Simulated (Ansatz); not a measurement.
# InSe (R3m): converging the G0W0 gap

Aim: see how the G0W0 gap of InSe (R3m) on r2SCAN moves with empty bands and screening cutoff, and what each rung costs.

Main program and level: Ansatz 0.2.0; G0W0 on r2SCAN, plane waves, PAW.

## 1. Set-up

The structure is trigonal, space group R3m (No. 160). The conventional cell has a = 4.000 Å, b = 4.000 Å, c = 24.950 Å, α = 90.00°, β = 90.00°, γ = 120.00°. Nearest to In lie 3 Se at 2.64 Å and 1 In at 2.80 Å. Se has 3 In at 2.64 Å nearest. Nearest to Se lie 3 In at 2.64 Å. Farther neighbours and most contacts between anions are not listed.

The cell and positions come from the Crystallography Open Database and are kept as given unless a step says otherwise. The default PAW set here is soft_2. Its files were made with PBE.

## 2. 121 empty bands, screening to 60 eV

G0W0 replaces the xc potential by the self-energy, built once from these orbitals. Only a window of levels is corrected, while the sums run over the empty bands that the input names.

Input file input.yaml:

```yaml
crystal:
  lattice:
    - [2.0, 1.1547005384, 8.3166666667]
    - [-2.0, 1.1547005384, 8.3166666667]
    - [0.0, -2.3094010768, 8.3166666667]
  atoms:
    - { symbol: In, position: [0.0, 0.0, 0.0] }
    - { symbol: In, position: [0.1122, 0.1122, 0.1122] }
    - { symbol: Se, position: [0.6155, 0.6155, 0.6155] }
    - { symbol: Se, position: [0.83, 0.83, 0.83] }
kpoints:
  mp_grid: { grid: [4, 4, 4] }
hamiltonian:
  xc: r2scan
scf:
  occupations: { method: fixed }
gw:
  n_empty_bands: 121
  ecut_chi: 60
  qp_bands: [v2, c2]
  qp_kpoints: band_edges
  screening: { model: contour_deformation }
```

Command:

```console
$ ansatz run input.yaml --threads 3 --pin off --max-ram 92160MiB --backend cuda --events-out ev --progress --plain --runs-dir out --devices 1 --max-vram 13GiB
```

Numbers of over 12 decimals in the logs are rounded to 6 here.

The program printed:

```text
GPUs: using 1 of 1 available (devices: 1).
Engine: ansatz 0.2.0, x86_64-unknown-linux-gnu
Pseudopotentials: kind: paw
Pseudopotential: In, paw, valence charge 13, recommended cutoff 500 eV (meta_gga), In.paw.azcp
Pseudopotential: Se, paw, valence charge 16, recommended cutoff 500 eV (meta_gga), Se.paw.azcp
Functional definition: r2SCAN
  parameter k0 = 0.174
  parameter k1 = 0.065
  parameter a1 = 4.9479
  exchange = r2scan_x(k0 = k0, k1 = k1, a1 = a1)
  correlation = r2scan_c
device memory: the entry about to start is reckoned to put 3.8 GiB on a device that reports 59.3 GiB free (of which the cap on the GPU budget leaves the run 13.0 GiB)
GPU FFT provider: cuFFT
GPU libraries: cuBLAS 13.8.2, cuFFT 12.4.0, cuSOLVER 12.3.4
Crystal: 4 atoms, lattice volume = 115.239 Å³
Basis set: ecut = 500 eV, 2947 PW (Γ), exchange–correlation on 256×256×256 points (64 copies of the dense FFT grid, shifted against one another)
Bands: 35, of which v1, the nominal top of the filled ones, is band 29 counted from 1 (28 counted from 0)
Symmetry: 6 space group operations
Space group: R3m (ITA 160), of the structure as read, at distance tolerance 4.9e-5 Å
k-points: 13 of 64 (time reversal used)
Non-local potential: In, projectors of the file, l = 0: 2, l = 1: 2, l = 2: 2, l = 3: 2
Non-local potential: Se, projectors of the file, l = 0: 2, l = 1: 2, l = 2: 3, l = 3: 1
PAW form: soft (Blöchl's): semilocal exchange-correlation on the pseudo side does not see the compensation charge
PAW frozen core: In, regenerated for the run's functional (the file was generated under x = pbe(κ = 0.804, μ = 0.219515), c = pbe(β = 0.066725))
PAW frozen core: Se, regenerated for the run's functional (the file was generated under x = pbe(κ = 0.804, μ = 0.219515), c = pbe(β = 0.066725))
PAW one-centre angular grid: In, 590 points (default); XC on 289 of its mesh's 2783 points in the sphere
PAW one-centre angular grid: Se, 590 points (default); XC on 160 Gauss nodes
Initial density: superposition of atomic densities (neutral atoms: chi_scale 0, normalization atom), corrected by the library's trained network
Initial wavefunctions: pseudopotential atomic-orbital guess
GPU buffer pool allocated for 262144 grid points (all kernels)
GPU transforms: local potential and band sums: pruned to the plane-wave sphere, on 64×64×64
Functional: x = r2scan, c = r2scan; τ floored in thin density (d = 2e-4 eV/Å³)
SCF iter   1: F=—  HF=-22182.504228 eV  |F-HF|=—  |Δ(HF+E_count)|=         —  Δρ=6.27e-3  dr2=3.95e-2  dr2_τ=1.63e-2  ethr=1.77e-3  ⟨swp⟩=5.0  Hψ=1632  notcnv=0  defer=52
preconditioner: auto → Resta (q_TF=auto, 2.433 Å⁻¹)  ε∞=3.1  [insulator: Δε(μ)=0.797 eV  Ē_g=14.831 eV  n_scr=30 (ndim 8)  ℏωp=21.3 eV  f_vac=0.077  ε∞_Penn≈3.1]
SCF iter   2: F=—  HF=-22182.516470 eV  |F-HF|=—  |Δ(HF+E_count)|=   1.22e-2  Δρ=2.59e-3  dr2=5.63e-3  dr2_τ=2.80e-4  ethr=6.82e-5  ⟨swp⟩=2.2  Hψ=844  notcnv=0  defer=52
SCF iter   3: F=—  HF=-22182.516836 eV  |F-HF|=—  |Δ(HF+E_count)|=   3.65e-4  Δρ=7.80e-4  dr2=6.35e-4  dr2_τ=1.97e-5  ethr=9.71e-6  ⟨swp⟩=2.6  Hψ=703  notcnv=0  defer=52
SCF iter   4: F=—  HF=-22182.516950 eV  |F-HF|=—  |Δ(HF+E_count)|=   1.15e-4  Δρ=1.99e-4  dr2=5.36e-5  dr2_τ=2.19e-6  ethr=1.10e-6  ⟨swp⟩=3.0  Hψ=842  notcnv=0  defer=52
SCF iter   5: F=—  HF=-22182.516960 eV  |F-HF|=—  |Δ(HF+E_count)|=   1.01e-5  Δρ=5.86e-5  dr2=4.80e-6  dr2_τ=1.22e-7  ethr=9.24e-8  ⟨swp⟩=3.0  Hψ=816  notcnv=0  defer=18
SCF iter   6: F=—  HF=-22182.516962 eV  |F-HF|=—  |Δ(HF+E_count)|=   1.95e-6  Δρ=1.55e-5  dr2=5.45e-7  dr2_τ=9.43e-9  ethr=8.27e-9  ⟨swp⟩=2.0  Hψ=663  notcnv=0  defer=19
SCF iter   7: F=-22182.516963 eV  HF=-22182.516963 eV  |F-HF|=1.94e-8  |Δ(HF+E_count)|=   2.27e-7  Δρ=4.98e-6  dr2=3.98e-8  dr2_τ=2.19e-9  ethr=1.72e-10  ⟨swp⟩=9.6  Hψ=1767  notcnv=0
SCF 1 converged in 7 iterations: F = -22182.516963 eV  dr2 = 3.98e-8
  greatest PAW one-centre occupation: 1.000 electrons in one spin orbital (limit 2), on the Se atom at site 3 (counted from 0), in its partial waves of l = 2
device memory: the entry about to start is reckoned to put 4.7 GiB on a device that reports 59.2 GiB free (of which the cap on the GPU budget leaves the run 13.0 GiB)
NSCF: frozen V_eff on 13 k-points
the band table was solved once the SCF had ended and its energy, with any forces and stress, was formed, with the checks that follow a solve (1800 applications of the Hamiltonian). They found nothing against the state; the energy, forces and stress were not computed again (output.eigenvalues in the input reference)
device memory: the entry about to start is reckoned to put 2.8 GiB on a device that reports 59.0 GiB free (of which the cap on the GPU budget leaves the run 13.0 GiB)
NSCF: frozen V_eff on 13 k-points
G₀W₀ screening: q 1/13
[... further progress lines ...]
device memory: the entry about to start is reckoned to put 0.8 GiB on a device that reports 50.1 GiB free (of which the cap on the GPU budget leaves the run 13.0 GiB)
NSCF: frozen V_eff on 1 k-points
device memory: the entry about to start is reckoned to put 0.8 GiB on a device that reports 49.6 GiB free (of which the cap on the GPU budget leaves the run 13.0 GiB)
NSCF: frozen V_eff on 1 k-points
device memory: the entry about to start is reckoned to put 0.8 GiB on a device that reports 49.5 GiB free (of which the cap on the GPU budget leaves the run 13.0 GiB)
NSCF: frozen V_eff on 1 k-points
SCF converged after 7 iterations
Free energy (F): -22182.516963 eV
Harris-Foulkes:  -22182.516963 eV  (|F-HF|=1.94e-8)
Internal energy: -22182.516963 eV  (E = F + TS)
E sigma→0 (E₀):  -22182.516963 eV
Fermi energy:    7.298662 eV
--- Per-component energies (eV) ---
  E_band       = -943.465527
  E_kinetic    = 723.760177
  E_local      = -7846.808685  (includes V_loc(G=0)·N_el)
  E_nonlocal   = -454.908065
  E_hartree    = 3623.389575
  E_xc         = -598.237161
  E_vxc        = -424.447817  (∫ρ·V_xc dr)
  E_paw        = -12219.676655  (= ΣΔE_a)
  E_vpaw       = -212.958741  (= ΣTr[D̂ρ^β])
  E_aug_tail   = -0.000398  (compensation charges beyond the density's cutoff)
  E_vtau       = 25.122359  (kinetic-family band-sum trace: ∫τ·v_τ [+ j·A + Jᵃ·Aᵃ] dr)
  E_ewald      = -5408.437302
  E_core_change = -1.598449  (= ΣΔE_core)
  E_smearing   = -0.000000  (= −TS)
  E_closure    = 0.000000  (closes the sum)
  Σ components = -22182.516963   (vs F -22182.516963, Δ=0.00e0)
--- Band table (eV; the first three rows and the last of 13) ---
  k-point 0: bands = [... 25 lower, 5.8676, 5.8676, 5.9996, 5.9996, 9.4032, 9.8540, 11.9696, 11.9696, ... 2 higher]
  k-point 1: bands = [... 25 lower, 5.2185, 5.2604, 5.4498, 6.1994, 9.5778, 9.7996, 11.6964, 11.9465, ... 2 higher]
  k-point 2: bands = [... 25 lower, 4.7734, 4.8005, 4.9602, 5.5381, 8.6967, 9.5902, 11.2931, 11.6532, ... 2 higher]
  k-point 12: bands = [... 25 lower, 5.7957, 6.0794, 6.0794, 7.2987, 8.1124, 9.9053, 11.8729, 11.8729, ... 2 higher]
--- G₀W₀: contour deformation, 7 samples at zero and on the imaginary axis and 1 off it, 64 q-points, 121 empty bands' worth ---
  eigenvalues of the whole cell's RPA ε∞ on this k-mesh (on a slab, of 1 + 4πα/V) = 8.1559, 8.1559, 12.3042; static W/v taken at q = 0 is 0.127273
  bands read: the sum over 150 bands ends inside a degenerate multiplet in 1 slot, whose members it reads at an even weight; the widest, k=12: bands 150 to 151 (counted from 1) at 1/2 each
  gw.qp_kpoints: band_edges: 8 of 13 stored k-points solved, in 1 pass; an edge of the gap read off the rows below is read off those points alone
    valence top: of the k-points left out ik 8 came nearest to being solved in a further pass, in band 29 (counted from 1, as in the quasiparticle table): it holds the edge there only if its correction is more favourable than any solved in that band by at least 0.796 eV; those differ by 0.205 eV
    conduction bottom: of the k-points left out ik 7 came nearest to being solved in a further pass, in band 30 (counted from 1, as in the quasiparticle table): it holds the edge there only if its correction is more favourable than any solved in that band by at least 0.602 eV; those differ by 0.304 eV
  `?` marks the rows in doubt; gw_qp.tsv's column doubts and the gw_qp event give each row's grounds
    ik  band        ε_KS         Σx   Σc(E_QP)       V_xc       Z   E_QP_lin       E_QP  E_QP is
     2    28      4.9602   -17.2612     2.3173   -14.8125  0.7527     4.8284     4.8288  root
     2    29      5.5381   -15.6663     1.7548   -13.7344  0.7640     5.3604     5.3611  root
     2    30      8.6967    -7.7650    -3.1673   -11.2166  0.7994     8.9824     8.9809  root
     2    31      9.5902    -9.6654    -3.5063   -13.7165  0.7829    10.1469    10.1350  root
     3    28      5.5541   -17.8869     2.2009   -15.6151  0.7605     5.4832     5.4834  root
     3    29      6.4359   -16.0662     1.5515   -14.4032  0.7722     6.3241     6.3243  root
     3    30      9.3994    -9.3632    -3.3775   -13.2453  0.7918     9.9115     9.9041  root
     3    31      9.7898    -8.0911    -3.5304   -12.0357  0.7885    10.2088    10.2039  root
     5    28      5.3666   -17.1630     2.2740   -14.7832  0.7479     5.2604     5.2607  root
     5    29      5.9516   -15.7351     1.5997   -13.9753  0.7723     5.7911     5.7916  root
     5    30      9.5508    -8.5348    -3.3352   -12.2921  0.7910     9.9773     9.9728  root
     5    31     10.0015    -9.5221    -3.4617   -13.5153  0.7807    10.5439    10.5330  root
     6    28      5.1591   -17.6918     2.3011   -15.2812  0.7558     5.0492     5.0495  root
     6    29      5.6996   -15.3163     1.6010   -13.5235  0.7697     5.5071     5.5079  root
     6    30      8.7122    -8.7578    -3.2191   -12.3885  0.7993     9.1275     9.1238  root
     6    31      9.5511    -8.9101    -3.3789   -12.7167  0.7831     9.9848     9.9788  root
     9    28      5.0820   -17.5563     2.3128   -15.1259  0.7546     4.9641     4.9644  root
     9    29      5.5175   -15.0527     1.6126   -13.2293  0.7670     5.3055     5.3066  root
     9    30      9.0177    -8.1730    -3.2382   -11.7428  0.7935     9.3518     9.3493  root
     9    31      9.2195    -9.3734    -3.3294   -13.1923  0.7906     9.7163     9.7090  root
    10    28      5.5872   -17.9383     2.1956   -15.6754  0.7611     5.5198     5.5199  root
    10    29      6.6570   -16.2024     1.4941   -14.6275  0.7736     6.5760     6.5761  root
    10    30      9.5561   -10.3036    -3.4091   -14.3008  0.7865    10.1579    10.1442  root
    10    31      9.9965    -7.5337    -3.5889   -11.4833  0.7870    10.3609    10.3571  root
    11    28      4.5794   -15.9296     2.2701   -13.4437  0.7407     4.3619     4.3637  root
    11    29      5.6248   -15.6946     1.7807   -13.7323  0.7624     5.4424     5.4432  root
    11    30      9.3689    -7.3766    -3.2585   -10.9293  0.7945     9.6650     9.6631  root
    11    31     10.1893   -10.4476    -3.5618   -14.6529  0.7769    10.8557    10.8328  root ?
    12    28      6.0794   -18.3155     2.1175   -16.1868  0.7652     6.0682     6.0682  root
    12    29      7.2987   -16.3246     1.1969   -15.1216  0.7803     7.2926     7.2926  root
    12    30      8.1124   -10.2526    -2.9996   -13.7012  0.8006     8.5654     8.5614  root
    12    31      9.9053    -8.0969    -3.7515   -12.2493  0.7926    10.3106    10.3061  root
```

The job ended after 23 s (1 × NVIDIA H100 80GB HBM3 (shared by 6 runs) with 3 threads of AMD EPYC 7R13 (Zen 3), shared host; peak memory 1.9 GiB).

Numbers from this step:

| Item | Value |
| --- | --- |
| bands summed | 150 |
| RPA ε∞ on this mesh (eigenvalues) | 8.156, 8.156, 12.30 |
| plane waves in the screening matrix | 137 |
| q-points in the mesh | 64 |
| G0W0 gap on the mesh | 1.269 eV |
| k of the valence top | -0.5, -0.5, -0.5 |
| k of the conduction bottom | -0.5, -0.5, -0.5 |
| starting gap on the mesh | 0.8137 eV |
| Z at the valence top | 0.7803 |
| Z at the conduction bottom | 0.8006 |
| least direct G0W0 gap on the computed points | 1.269 eV |

The gap on the mesh goes from 0.81 eV to 1.27 eV, a correction of +0.46 eV. Between the two edge states, bare exchange in place of the xc potential would open the gap by 4.65 eV, and correlation takes back 4.20 eV.

## 3. 343 empty bands, screening to 120 eV

Bands and screening cutoff are moved together, since each hides the error of the other.

Changes to input.yaml since step 2:

```diff
@@ -17,4 +17,4 @@
 gw:
-  n_empty_bands: 121
-  ecut_chi: 60
+  n_empty_bands: 343
+  ecut_chi: 120
   qp_bands: [v2, c2]
```

The program printed:

```text
GPUs: using 1 of 1 available (devices: 1).
[...]
GPU FFT provider: cuFFT
GPU libraries: cuBLAS 13.8.2, cuFFT 12.4.0, cuSOLVER 12.3.4
Crystal: 4 atoms, lattice volume = 115.239 Å³
Basis set: ecut = 500 eV, 2947 PW (Γ), exchange–correlation on 256×256×256 points (64 copies of the dense FFT grid, shifted against one another)
Bands: 35, of which v1, the nominal top of the filled ones, is band 29 counted from 1 (28 counted from 0)
Symmetry: 6 space group operations
[...]
k-points: 13 of 64 (time reversal used)
[...]
GPU buffer pool allocated for 262144 grid points (all kernels)
[...]
SCF iter   1: F=—  HF=-22182.504228 eV  |F-HF|=—  |Δ(HF+E_count)|=         —  Δρ=6.27e-3  dr2=3.95e-2  dr2_τ=1.63e-2  ethr=1.77e-3  ⟨swp⟩=5.0  Hψ=1632  notcnv=0  defer=52
[...]
SCF iter   7: F=-22182.516963 eV  HF=-22182.516963 eV  |F-HF|=1.94e-8  |Δ(HF+E_count)|=   2.27e-7  Δρ=4.98e-6  dr2=3.98e-8  dr2_τ=2.19e-9  ethr=1.72e-10  ⟨swp⟩=9.6  Hψ=1767  notcnv=0
SCF 1 converged in 7 iterations: F = -22182.516963 eV  dr2 = 3.98e-8
[...]
NSCF: frozen V_eff on 13 k-points
[...]
G₀W₀ screening: q 1/13
[... further progress lines ...]
[...]
SCF converged after 7 iterations
Free energy (F): -22182.516963 eV
[...]
Internal energy: -22182.516963 eV  (E = F + TS)
E sigma→0 (E₀):  -22182.516963 eV
Fermi energy:    7.298662 eV
[...]
--- Band table (eV; the first three rows and the last of 13) ---
  k-point 0: bands = [... 25 lower, 5.8676, 5.8676, 5.9996, 5.9996, 9.4032, 9.8540, 11.9696, 11.9696, ... 2 higher]
  k-point 1: bands = [... 25 lower, 5.2185, 5.2604, 5.4498, 6.1994, 9.5778, 9.7996, 11.6964, 11.9465, ... 2 higher]
  k-point 2: bands = [... 25 lower, 4.7734, 4.8005, 4.9602, 5.5381, 8.6967, 9.5902, 11.2931, 11.6532, ... 2 higher]
  k-point 12: bands = [... 25 lower, 5.7957, 6.0794, 6.0794, 7.2987, 8.1124, 9.9053, 11.8729, 11.8729, ... 2 higher]
[...]
2    28      4.9602   -17.2612     1.9962   -14.8125  0.7496     4.5006     4.5078  root
     2    29      5.5381   -15.6663     1.4597   -13.7344  0.7615     5.0587     5.0659  root
     2    30      8.6967    -7.7650    -3.3873   -11.2166  0.7979     8.7610     8.7609  root
     2    31      9.5902    -9.6654    -3.8235   -13.7165  0.7804     9.8193     9.8178  root
     3    28      5.5541   -17.8869     1.8509   -15.6151  0.7571     5.1280     5.1334  root
     3    29      6.4359   -16.0662     1.2254   -14.4032  0.7691     5.9930     5.9982  root
     3    30      9.3994    -9.3632    -3.6871   -13.2453  0.7896     9.5951     9.5944  root
     3    31      9.7898    -8.0911    -3.7940   -12.0357  0.7867     9.9408     9.9403  root
[...]
12    28      6.0794   -18.3155     1.7434   -16.1868  0.7614     5.6901     5.6941  root
    12    29      7.2987   -16.3246     0.8341   -15.1216  0.7766     6.9273     6.9297  root
    12    30      8.1124   -10.2526    -3.3261   -13.7012  0.7983     8.2351     8.2349  root
    12    31      9.9053    -8.0969    -4.0231   -12.2493  0.7909    10.0350    10.0346  root
```

Wall time 46 s (1 × NVIDIA H100 80GB HBM3 (shared by 6 runs) with 3 threads); peak memory 2.3 GiB; 76 s of CPU time.

This step gave:

```
bands summed                                 : 372
RPA ε∞ on this mesh (eigenvalues)            : 8.106, 8.106, 12.29
plane waves in the screening matrix          : 363
q-points in the mesh                         : 64
G0W0 gap on the mesh                         : 1.305 eV
k of the valence top                         : -0.5, -0.5, -0.5
k of the conduction bottom                   : -0.5, -0.5, -0.5
starting gap on the mesh                     : 0.8137 eV
Z at the valence top                         : 0.7766
Z at the conduction bottom                   : 0.7983
least direct G0W0 gap on the computed points : 1.305 eV
```

Against the run with 4×4×4 mesh, 121 empty bands, screening to 60 eV, the gap moves by +0.04 eV.

## 4. 740 empty bands, screening to 200 eV

Changes to input.yaml since step 3:

```diff
@@ -17,4 +17,4 @@
 gw:
-  n_empty_bands: 343
-  ecut_chi: 120
+  n_empty_bands: 740
+  ecut_chi: 200.0
   qp_bands: [v2, c2]
```

The program printed:

```text
GPUs: using 1 of 1 available (devices: 1).
[...]
GPU FFT provider: cuFFT
GPU libraries: cuBLAS 13.8.2, cuFFT 12.4.0, cuSOLVER 12.3.4
Crystal: 4 atoms, lattice volume = 115.239 Å³
Basis set: ecut = 500 eV, 2947 PW (Γ), exchange–correlation on 256×256×256 points (64 copies of the dense FFT grid, shifted against one another)
Bands: 35, of which v1, the nominal top of the filled ones, is band 29 counted from 1 (28 counted from 0)
[...]
11    28      4.5794   -15.9296     1.8913   -13.4437  0.7380     3.9653     3.9848  root ?
[...]
12    28      6.0794   -18.3155     1.5753   -16.1868  0.7610     5.5143     5.5261  root
    12    29      7.2987   -16.3246     0.6757   -15.1216  0.7763     6.7638     6.7714  root
    12    30      8.1124   -10.2526    -3.4957   -13.7012  0.7980     8.0653     8.0653  root
    12    31      9.9053    -8.0969    -4.1484   -12.2493  0.7908     9.9093     9.9093  root
[key lines of the parts left out:]
SCF converged after 7 iterations
Free energy (F): -22182.516963 eV
Fermi energy:    7.298662 eV
```

The job ended after 86 s (1 × NVIDIA H100 80GB HBM3 (shared by 6 runs) with 3 threads; peak memory 3.5 GiB; 2.6 min of CPU time).

Numbers from this step:

- bands summed: 769
- RPA ε∞ on this mesh (eigenvalues): 8.108, 8.108, 12.29
- plane waves in the screening matrix: 721
- G0W0 gap on the mesh: 1.294 eV
- k of the valence top: -0.5, -0.5, -0.5
- k of the conduction bottom: -0.5, -0.5, -0.5
- starting gap on the mesh: 0.8137 eV
- least direct G0W0 gap on the computed points: 1.294 eV

Against the run with 4×4×4 mesh, 343 empty bands, screening to 120 eV, the gap moves by −0.011 eV.

(Part 1 of 2 ends here.)

[Paths, hosts, dates, memory and timing lines, banners, echoed tables and standing remarks are left out of the program output.]

[Logs are printed without paths, hosts, clocks, repeated set-up lines and the standing remarks that a program may print on its own settings, such as how far it seeks lower states.]

[Runs of the session that timed out or met a known fault of the program may be left out.]

[Cells called generated may have been cut or substituted from an entry of the Crystallography Open Database or the Materials Project.]

[Hosts, paths, dates, database ids (printed as entryN), source tags and the programs' standing remarks are cut or masked in the printed files.]
